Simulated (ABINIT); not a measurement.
## GaP (F-43m): Bethe-Salpeter spectra with ABINIT

Wanted: excitons and ε₂ of GaP (F-43m), with cost.

Main program and level: ABINIT 10.8.3; PBE and many-body steps on it, plane waves.

This is a report of a sequence of runs, with most program output left out.

## 1. The starting structure

It takes space group F-43m (No. 216, cubic). Conventional cell: a = 5.450 Å, b = 5.450 Å, c = 5.450 Å, α = 90.00°, β = 90.00°, γ = 90.00°. Nearest to Ga lie 4 P at 2.36 Å. Nearest to P lie 4 Ga at 2.36 Å. Farther neighbours are not listed.

The cell and positions come from the Crystallography Open Database and are kept as given unless a step says otherwise.

## 2. Empty states on the mesh, 6×6×6 mesh, 130 bands

This step: ABINIT 10.8.3; DFT, PBE, plane waves, norm-conserving pseudopotentials.

The sums over transitions need many empty states on a uniform mesh; this step solves for them.

run.abi

```
acell 3*1.0 Angstrom
rprim 
  0.000000000000 2.725250000000 2.725250000000
  2.725250000000 0.000000000000 2.725250000000
  2.725250000000 2.725250000000 0.000000000000
ntypat 2
znucl 31 15
natom 2
typat 1 2
xred 
  0.000000000000 0.000000000000 0.000000000000
  0.250000000000 0.250000000000 0.250000000000
pp_dirpath "pseudos"
pseudos "Ga.upf, P.upf"
ecut 45
ngkpt 6 6 6
nshiftk 1
shiftk 0 0 0
kptopt 1
chksymbreak 0
irdden 1
istwfk *1
nband 130
prtvol 0
optdriver 6
gwr_task "HDIAGO"
paral_kgb 0
occopt 1
indata_prefix "in"
outdata_prefix "out"
tmpdata_prefix "tmp"
```

On the command line:

```bash
OMP_NUM_THREADS=1 mpirun -n 4 abinit run.abi > log
```

Wall time 3.1 min (4 MPI ranks of Arm Neoverse V1, shared host); peak memory 3.6 GiB.

Numbers from this step:

| Quantity | Value |
| --- | --- |
| gap | 1.652 eV |
| k of the valence top | 0, 0, 0 |
| k of the conduction bottom | 0.5, 0.5, 0 |
| least direct gap | 1.809 eV |
| k points computed | 16 |
| lowest point of the top converged band, above the valence top | 99.8446 eV |

On this mesh the gap is 1.652 eV.

The density comes from a self-consistent run that is not shown.

## 3. Screening, 6×6×6 mesh, 122 bands, screening to 179.6 eV

The RPA dielectric matrix is built and inverted for each q.

This step: RPA screening on PBE, plane waves, norm-conserving pseudopotentials.

run.abi: that of step 2 with these lines changed.

```diff
@@ -20,10 +20,11 @@
 chksymbreak 0
-irdden 1
 istwfk *1
-nband 130
-prtvol 0
-optdriver 6
-gwr_task "HDIAGO"
-paral_kgb 0
 occopt 1
+irdwfk 1
+optdriver 3
+nband 122
+ecuteps 6.6
+inclvkb 2
+awtr 1
+symchi 1
 indata_prefix "in"
```

Run time: 4.3 min. Hardware: 4 MPI ranks; peak memory 1.9 GiB.

This step gave:

* ε∞ with local fields, on this mesh, along the program's q direction: 12.23
* the same without local fields: 13.45
* plasma frequency: 29.76 eV
* plane waves in the screening matrix: 229

Local fields lower ε∞ by 9 %.

## 4. Self-energy, 6×6×6 mesh, 122 bands, screening to 179.6 eV

The self-energy is evaluated for the states that the input lists, and the levels follow from it, in one-shot runs by the linearised quasiparticle equation.

This step: G0W0 on PBE, plane waves, norm-conserving pseudopotentials.

run.abi: that of step 3 with these lines changed.

```diff
@@ -23,8 +23,17 @@
 irdwfk 1
-optdriver 3
+optdriver 4
 nband 122
+gwcalctyp 0
+ecutsigx 45
+symsigma 1
+nkptgw 2
+kptgw 
+  0.0000000000 0.0000000000 0.0000000000
+  0.5000000000 0.5000000000 0.0000000000
+bdgw 
+  11 17
+  12 15
 ecuteps 6.6
-inclvkb 2
-awtr 1
-symchi 1
+irdscr 1
+ppmodel 1
 indata_prefix "in"
```

Run time: 24 s. Hardware: 4 MPI ranks; peak memory 1.7 GiB; 94 s of CPU time.

Numbers from this step:

* G0W0 gap on the points computed: 2.266 eV
* starting gap on the mesh: 1.652 eV
* k of the valence top: 0, 0, 0
* k of the conduction bottom: 0.5, 0.5, 0
* least direct G0W0 gap on the computed points: 2.665 eV

The gap on the mesh goes from 1.65 eV to 2.27 eV, a correction of +0.61 eV.

The gap opens by 0.614 eV; the next steps shift the empty bands rigidly by 0.614 eV. The least direct G0W0 gap is 2.665 eV, so this shift leaves the direct transitions −0.24 eV off.

## 5. Excitons

Light makes an electron and a hole together. The Bethe-Salpeter equation adds their screened attraction and their exchange, in a window of bands around the gap.

This step: Bethe-Salpeter equation on PBE with a scissors shift, plane waves, norm-conserving pseudopotentials.

run.abi: that of step 4 with these lines changed.

```diff
@@ -23,17 +23,17 @@
 irdwfk 1
-optdriver 4
-nband 122
-gwcalctyp 0
-ecutsigx 45
-symsigma 1
-nkptgw 2
-kptgw 
-  0.0000000000 0.0000000000 0.0000000000
-  0.5000000000 0.5000000000 0.0000000000
-bdgw 
-  11 17
-  12 15
-ecuteps 6.6
+optdriver 99
+bs_calctype 1
+mbpt_sciss 0.614 eV
+bs_loband 11
+nband 16
+bs_exchange_term 1
+bs_coulomb_term 11
+bs_coupling 0
+bs_algorithm 1
+bs_freq_mesh 0 8 0.05 eV
+zcut 0.15 eV
+ecuteps 4
+ecutwfn 22.5
+inclvkb 2
 irdscr 1
-ppmodel 1
 indata_prefix "in"
```

The job ended after 2.2 min (4 MPI ranks; peak memory 0.46 GiB).

This step gave:

- direct gap of the transition levels: 2.423 eV
- transitions in the window: 1944
- first strong exciton (over a fiftieth of the strongest listed): 2.263 eV
- lowest state: 2.263 eV
- binding of the lowest state below the direct gap: 0.1601 eV
- Coulomb term of one mesh cell: 0.1623 eV

The binding is 0.99 times the screened Coulomb term of one mesh cell (0.16 eV), so it is not shown settled.

The lowest state lies at 2.263 eV, 0.160 eV under the direct gap.

Lines within 3 meV are set at the lowest of them, and the highest group, which the list may cut short, is left out. Exciton lines, with heights relative to the strongest:

| position (eV) | lines merged | oscillator strength, relative |
| --- | --- | --- |
| 2.263 | 3 | 29 |
| 3.154 | 1 | 56 |
| 3.159 | 2 | 100 |
| 3.184 | 1 | 0.0 |
| 3.189 | 2 | 1.4 |
| 3.206 | 2 | 1.7 |

The ε₂ has structure finer than the step of the table below, so its rows give means over 0.25 eV, whole bins alone (the curve runs from 0 to 7.95 eV). Peaks (eV: height): BSE 3.150: 42.5, 4.750: 33.8; no electron-hole interaction 3.400: 33.6, 5.000: 46.1; Kohn-Sham, no shift 2.800: 33.3, 4.400: 45.9.

Mean over the three Cartesian directions of q; broadening 0.15 eV; transition window only. Limits: finite bands, cutoff and mesh; no spin-orbit coupling; exciton not shown settled in the k mesh. The ε₂ by photon energy; means over each step:

| photon energy (eV) | BSE | no electron-hole interaction | Kohn-Sham, no shift |
| --- | --- | --- | --- |
| 0.25 | 0.0646 | 0.0459 | 0.0824 |
| 0.50 | 0.134 | 0.0947 | 0.175 |
| 0.75 | 0.216 | 0.150 | 0.291 |
| 1.00 | 0.321 | 0.217 | 0.462 |
| 1.25 | 0.470 | 0.306 | 0.780 |
| 1.50 | 0.714 | 0.435 | 1.71 |
| 1.75 | 1.22 | 0.657 | 4.84 |
| 2.00 | 2.94 | 1.18 | 3.73 |
| 2.25 | 7.33 | 3.25 | 3.53 |
| 2.50 | 4.90 | 4.97 | 8.89 |
| 2.75 | 6.57 | 3.13 | 27.1 |
| 3.00 | 22.6 | 5.30 | 13.8 |
| 3.25 | 30.9 | 18.8 | 5.84 |
| 3.50 | 9.64 | 23.5 | 7.64 |
| 3.75 | 6.32 | 7.57 | 16.5 |
| 4.00 | 12.4 | 5.89 | 21.6 |
| 4.25 | 21.9 | 12.5 | 36.0 |
| 4.50 | 27.7 | 18.7 | 34.3 |
| 4.75 | 31.9 | 28.3 | 15.3 |
| 5.00 | 17.8 | 41.2 | 8.62 |
| 5.25 | 9.20 | 21.1 | 6.99 |
| 5.50 | 5.44 | 11.3 | 6.40 |
| 5.75 | 4.70 | 7.48 | 9.42 |
| 6.00 | 4.99 | 6.18 | 7.42 |
| 6.25 | 6.77 | 8.44 | 6.73 |
| 6.50 | 5.02 | 8.43 | 6.60 |
| 6.75 | 5.09 | 6.70 | 7.41 |
| 7.00 | 5.02 | 7.04 | 7.12 |
| 7.25 | 6.14 | 6.56 | 5.84 |
| 7.50 | 6.14 | 7.88 | 5.24 |
| 7.75 | 5.46 | 6.20 | 3.40 |

## 6. Triplet (no exchange term)

run.abi: that of step 5 with these lines changed.

```diff
@@ -28,3 +28,3 @@
 nband 16
-bs_exchange_term 1
+bs_exchange_term 0
 bs_coulomb_term 11
@@ -32,3 +32,3 @@
 bs_algorithm 1
-bs_freq_mesh 0 8 0.05 eV
+bs_freq_mesh 0 6 0.05 eV
 zcut 0.15 eV
```

Wall time 2.3 min (4 MPI ranks); peak memory 0.46 GiB.

The lowest triplet lies at 2.253 eV; triplets are dark, so no spectrum is read.

## 7. Beyond Tamm-Dancoff

run.abi: that of step 6 with these lines changed.

```diff
@@ -27,6 +27,6 @@
 bs_loband 11
-nband 16
-bs_exchange_term 0
+nband 15
+bs_exchange_term 1
 bs_coulomb_term 11
-bs_coupling 0
+bs_coupling 1
 bs_algorithm 1
```

It took 3 min on 4 MPI ranks; peak memory 0.62 GiB.

Numbers from this step:

```
direct gap of the transition levels              : 2.423 eV
transitions in the window                        : 1296
lowest state                                     : 2.26 eV
binding of the lowest state below the direct gap : 0.1629 eV
Coulomb term of one mesh cell                    : 0.1623 eV
```

The binding is 1.0 times the screened Coulomb term of one mesh cell (0.16 eV), so it is not shown settled.

The lowest state lies at 2.260 eV, 0.163 eV under the direct gap.

## 8. RPA with local fields (no direct term)

run.abi: that of step 7 with these lines changed.

```diff
@@ -27,8 +27,8 @@
 bs_loband 11
-nband 15
+nband 16
 bs_exchange_term 1
-bs_coulomb_term 11
-bs_coupling 1
-bs_algorithm 1
-bs_freq_mesh 0 6 0.05 eV
+bs_coulomb_term 0
+bs_coupling 0
+bs_algorithm 2
+bs_freq_mesh 0 8 0.05 eV
 zcut 0.15 eV
@@ -38,2 +38,4 @@
 irdscr 1
+bs_haydock_niter 300
+bs_haydock_tol -0.02 0
 indata_prefix "in"
```

Elapsed: 5.7 s, on 4 MPI ranks; peak memory 0.4 GiB.

This step gave:

| Property | Result |
| --- | --- |
| direct gap of the transition levels | 2.423 eV |
| transitions in the window | 1944 |

## 9. Dielectric constant by perturbation theory

The response to a uniform field gives ε∞, a yardstick for the screening that GW builds on its mesh.

This step: DFT, PBE, linear response to an electric field, plane waves, norm-conserving pseudopotentials.

run.abi

```
acell 3*1.0 Angstrom
rprim 
  0.000000000000 2.725250000000 2.725250000000
  2.725250000000 0.000000000000 2.725250000000
  2.725250000000 2.725250000000 0.000000000000
ntypat 2
znucl 31 15
natom 2
typat 1 2
xred 
  0.000000000000 0.000000000000 0.000000000000
  0.250000000000 0.250000000000 0.250000000000
pp_dirpath "pseudos"
pseudos "Ga.upf, P.upf"
ecut 45
ngkpt 8 8 8
nshiftk 1
shiftk 0.5 0.5 0.5
chksymbreak 0
ndtset 3
nband 13
occopt 1
istwfk *1
nstep 60
tolwfr1 1e-18
iscf2 -3
rfelfd2 2
kptopt2 2
getwfk2 1
tolwfr2 1e-18
rfelfd3 3
kptopt3 2
getwfk3 1
getddk3 2
tolvrs3 1e-08
rfdir 1 1 1
nqpt2 1
nqpt3 1
qpt 0 0 0
prtwf3 0
prtden 0
optforces1 0
optstress1 0
kptopt1 1
indata_prefix "in"
outdata_prefix "out"
tmpdata_prefix "tmp"
```

Elapsed: 11 min, on 4 MPI ranks; peak memory 0.98 GiB.

The field response gives a mean ε∞ of 10.66, which the model screening below takes as its input.

## 10. Model screening

This step: Bethe-Salpeter equation on PBE with a scissors shift, plane waves, norm-conserving pseudopotentials.

run.abi

```
acell 3*1.0 Angstrom
rprim 
  0.000000000000 2.725250000000 2.725250000000
  2.725250000000 0.000000000000 2.725250000000
  2.725250000000 2.725250000000 0.000000000000
ntypat 2
znucl 31 15
natom 2
typat 1 2
xred 
  0.000000000000 0.000000000000 0.000000000000
  0.250000000000 0.250000000000 0.250000000000
pp_dirpath "pseudos"
pseudos "Ga.upf, P.upf"
ecut 45
ngkpt 6 6 6
nshiftk 1
shiftk 0 0 0
kptopt 1
chksymbreak 0
istwfk *1
occopt 1
irdwfk 1
optdriver 99
bs_calctype 1
mbpt_sciss 0.614 eV
bs_loband 11
nband 16
bs_exchange_term 1
bs_coulomb_term 21
bs_coupling 0
bs_algorithm 2
bs_freq_mesh 0 8 0.05 eV
zcut 0.15 eV
ecuteps 4
ecutwfn 22.5
inclvkb 2
mdf_epsinf 10.66
irdden 1
bs_haydock_niter 300
bs_haydock_tol -0.02 0
indata_prefix "in"
outdata_prefix "out"
tmpdata_prefix "tmp"
```

Elapsed: 1.9 min, on 4 MPI ranks; peak memory 0.42 GiB.

This step gave:

- direct gap of the transition levels: 2.423 eV
- transitions in the window: 1944
- Coulomb term of one mesh cell: 0.1862 eV

Mean over the three Cartesian directions of q; broadening 0.15 eV; transition window only. Limits: finite bands, cutoff and mesh; no spin-orbit coupling; exciton not shown settled in the k mesh. The ε₂ by photon energy; read off at these points:

| photon energy (eV) | BSE | no electron-hole interaction | Kohn-Sham, no shift |
| --- | --- | --- | --- |
| 0.00 | 0 | 0 | 0 |
| 0.20 | 0.0495 | 0.0364 | 0.0651 |
| 0.40 | 0.102 | 0.0744 | 0.135 |
| 0.60 | 0.159 | 0.115 | 0.216 |
| 0.80 | 0.226 | 0.162 | 0.316 |
| 1.00 | 0.309 | 0.216 | 0.456 |
| 1.20 | 0.417 | 0.284 | 0.678 |
| 1.40 | 0.573 | 0.373 | 1.12 |
| 1.60 | 0.826 | 0.501 | 2.44 |
| 1.80 | 1.32 | 0.709 | 6.09 |
| 2.00 | 2.72 | 1.12 | 3.43 |
| 2.20 | 7.42 | 2.32 | 3.08 |
| 2.25 | 7.95 | 2.98 | 3.34 |
| 2.40 | 4.93 | 6.00 | 5.14 |
| 2.60 | 4.05 | 3.60 | 13.8 |
| 2.80 | 6.82 | 3.06 | 33.3 |
| 3.00 | 19.4 | 4.91 | 12.2 |
| 3.15 | 40.6 | 9.55 | 6.67 |
| 3.20 | 38.7 | 12.7 | 5.94 |
| 3.40 | 13.0 | 33.6 | 5.65 |
| 3.60 | 6.46 | 13.2 | 10.3 |
| 3.80 | 6.10 | 6.13 | 18.3 |
| 4.00 | 11.2 | 5.57 | 20.7 |
| 4.20 | 21.0 | 9.74 | 31.6 |
| 4.40 | 22.8 | 18.3 | 45.9 |
| 4.60 | 31.8 | 20.2 | 21.9 |
| 4.75 | 36.8 | 28.5 | 15.1 |
| 4.80 | 35.5 | 31.0 | 14.2 |
| 5.00 | 16.9 | 46.1 | 7.99 |
| 5.20 | 10.9 | 23.3 | 7.36 |
| 5.40 | 6.33 | 14.5 | 5.82 |
| 5.60 | 5.50 | 8.21 | 7.70 |
| 5.80 | 4.59 | 7.41 | 9.61 |
| 6.00 | 5.06 | 5.93 | 7.38 |
| 6.20 | 7.80 | 7.34 | 6.14 |
| 6.40 | 5.61 | 9.81 | 7.50 |
| 6.60 | 4.78 | 7.40 | 6.21 |
| 6.80 | 5.95 | 6.16 | 8.06 |
| 7.00 | 4.82 | 7.61 | 7.08 |
| 7.20 | 6.11 | 6.16 | 6.00 |
| 7.40 | 6.71 | 7.87 | 5.13 |
| 7.60 | 5.74 | 7.23 | 5.17 |
| 7.80 | 5.40 | 5.96 | 2.68 |

## 11. Empty states on the mesh, 6×6×6 mesh, 27 bands

This step: DFT, PBE, plane waves, norm-conserving pseudopotentials.

run.abi

```
acell 3*1.0 Angstrom
rprim 
  0.000000000000 2.725250000000 2.725250000000
  2.725250000000 0.000000000000 2.725250000000
  2.725250000000 2.725250000000 0.000000000000
ntypat 2
znucl 31 15
natom 2
typat 1 2
xred 
  0.000000000000 0.000000000000 0.000000000000
  0.250000000000 0.250000000000 0.250000000000
pp_dirpath "pseudos"
pseudos "Ga.upf, P.upf"
ecut 45
ngkpt 6 6 6
nshiftk 1
shiftk 0.11 0.21 0.31
kptopt 3
chksymbreak 0
iscf -2
irdden 1
istwfk *1
nband 27
nbdbuf 4
tolwfr 1e-09
nstep 60
prtvol 0
indata_prefix "in"
outdata_prefix "out"
tmpdata_prefix "tmp"
```

Run time: 1.8 min. Hardware: 4 MPI ranks; peak memory 0.61 GiB.

Numbers from this step:

- gap: 1.674 eV
- k of the valence top: 0.0183, 0.035, 0.0517
- k of the conduction bottom: 0.0183, -0.465, -0.4483
- least direct gap: 2.063 eV
- k points computed: 216
- lowest point of the top converged band, above the valence top: 12.73 eV

On this mesh the gap is 1.674 eV.

## 12. Shifted k mesh (6×6×6)

This step: Bethe-Salpeter equation on PBE with a scissors shift, plane waves, norm-conserving pseudopotentials.

run.abi: that of step 11 with these lines changed.

```diff
@@ -20,10 +20,23 @@
 chksymbreak 0
-iscf -2
+istwfk *1
+occopt 1
+irdwfk 1
+optdriver 99
+bs_calctype 1
+mbpt_sciss 0.614 eV
+bs_loband 11
+nband 17
+bs_exchange_term 1
+bs_coulomb_term 21
+bs_coupling 0
+bs_algorithm 2
+bs_freq_mesh 0 9 0.05 eV
+zcut 0.15 eV
+ecuteps 3
+ecutwfn 22.5
+inclvkb 2
+mdf_epsinf 10.66
 irdden 1
-istwfk *1
-nband 27
-nbdbuf 4
-tolwfr 1e-09
-nstep 60
-prtvol 0
+bs_haydock_niter 300
+bs_haydock_tol -0.02 0
 indata_prefix "in"
```

It took 3.2 min on 4 MPI ranks; peak memory 2 GiB; 13 min of CPU time.

Numbers from this step:

```
direct gap of the transition levels : 2.677 eV
transitions in the window           : 2592
Coulomb term of one mesh cell       : 0.1862 eV
```

The ε₂ has structure finer than the step of the table below, so its rows give means over 0.5 eV, whole bins alone (the curve runs from 0 to 9 eV). Peaks (eV: height): BSE 3.30: 25.7, 4.75: 30.5; no electron-hole interaction 3.55: 18.9, 5.05: 35.7; Kohn-Sham, no shift 2.95: 18.8, 4.45: 35.9.

Mean over the three Cartesian directions of q; broadening 0.15 eV; transition window only. Limits: finite bands, cutoff and mesh; no spin-orbit coupling; exciton not shown settled in the k mesh. Table of ε₂ by photon energy; means over each step:

| photon energy (eV) | BSE | no electron-hole interaction | Kohn-Sham, no shift |
| --- | --- | --- | --- |
| 0.5 | 0.0980 | 0.0697 | 0.117 |
| 1.0 | 0.224 | 0.154 | 0.279 |
| 1.5 | 0.437 | 0.282 | 0.637 |
| 2.0 | 1.04 | 0.550 | 2.48 |
| 2.5 | 4.05 | 1.98 | 5.35 |
| 3.0 | 11.7 | 3.91 | 15.4 |
| 3.5 | 18.1 | 14.9 | 9.42 |
| 4.0 | 12.9 | 9.46 | 20.0 |
| 4.5 | 26.9 | 16.9 | 29.6 |
| 5.0 | 19.3 | 30.5 | 11.2 |
| 5.5 | 7.02 | 14.0 | 9.50 |
| 6.0 | 7.18 | 9.14 | 10.5 |
| 6.5 | 7.44 | 11.1 | 6.81 |
| 7.0 | 5.06 | 7.45 | 5.36 |
| 7.5 | 4.40 | 5.47 | 4.60 |
| 8.0 | 3.78 | 4.87 | 3.10 |
| 8.5 | 2.84 | 3.45 | 2.27 |

[end of part 1 of 2]

[Paths, hosts, dates, memory and timing lines, banners, echoed tables and standing remarks are left out of the program output.]

[Logs are printed without paths, hosts, clocks, repeated set-up lines and the standing remarks that a program may print on its own settings, such as how far it seeks lower states.]

[Runs of the session that timed out or met a known fault of the program may be left out.]

[No measured gap is set beside runs whose start may be inverted or whose files or cutoffs have a known fault.]

[Hosts, paths, dates, database ids (printed as entryN), source tags and the programs' standing remarks are cut or masked in the printed files.]

[G0W0 gaps are taken among the corrected bands and points alone; a level outside them can change the order at an edge.]

[Where Ansatz stands beside ABINIT at settings called matched, ABINIT's density can come from a denser mesh and the files from another edition; pairs whose starting gaps differed by over 0.03 eV were left out, so agreement reads better than it is.]
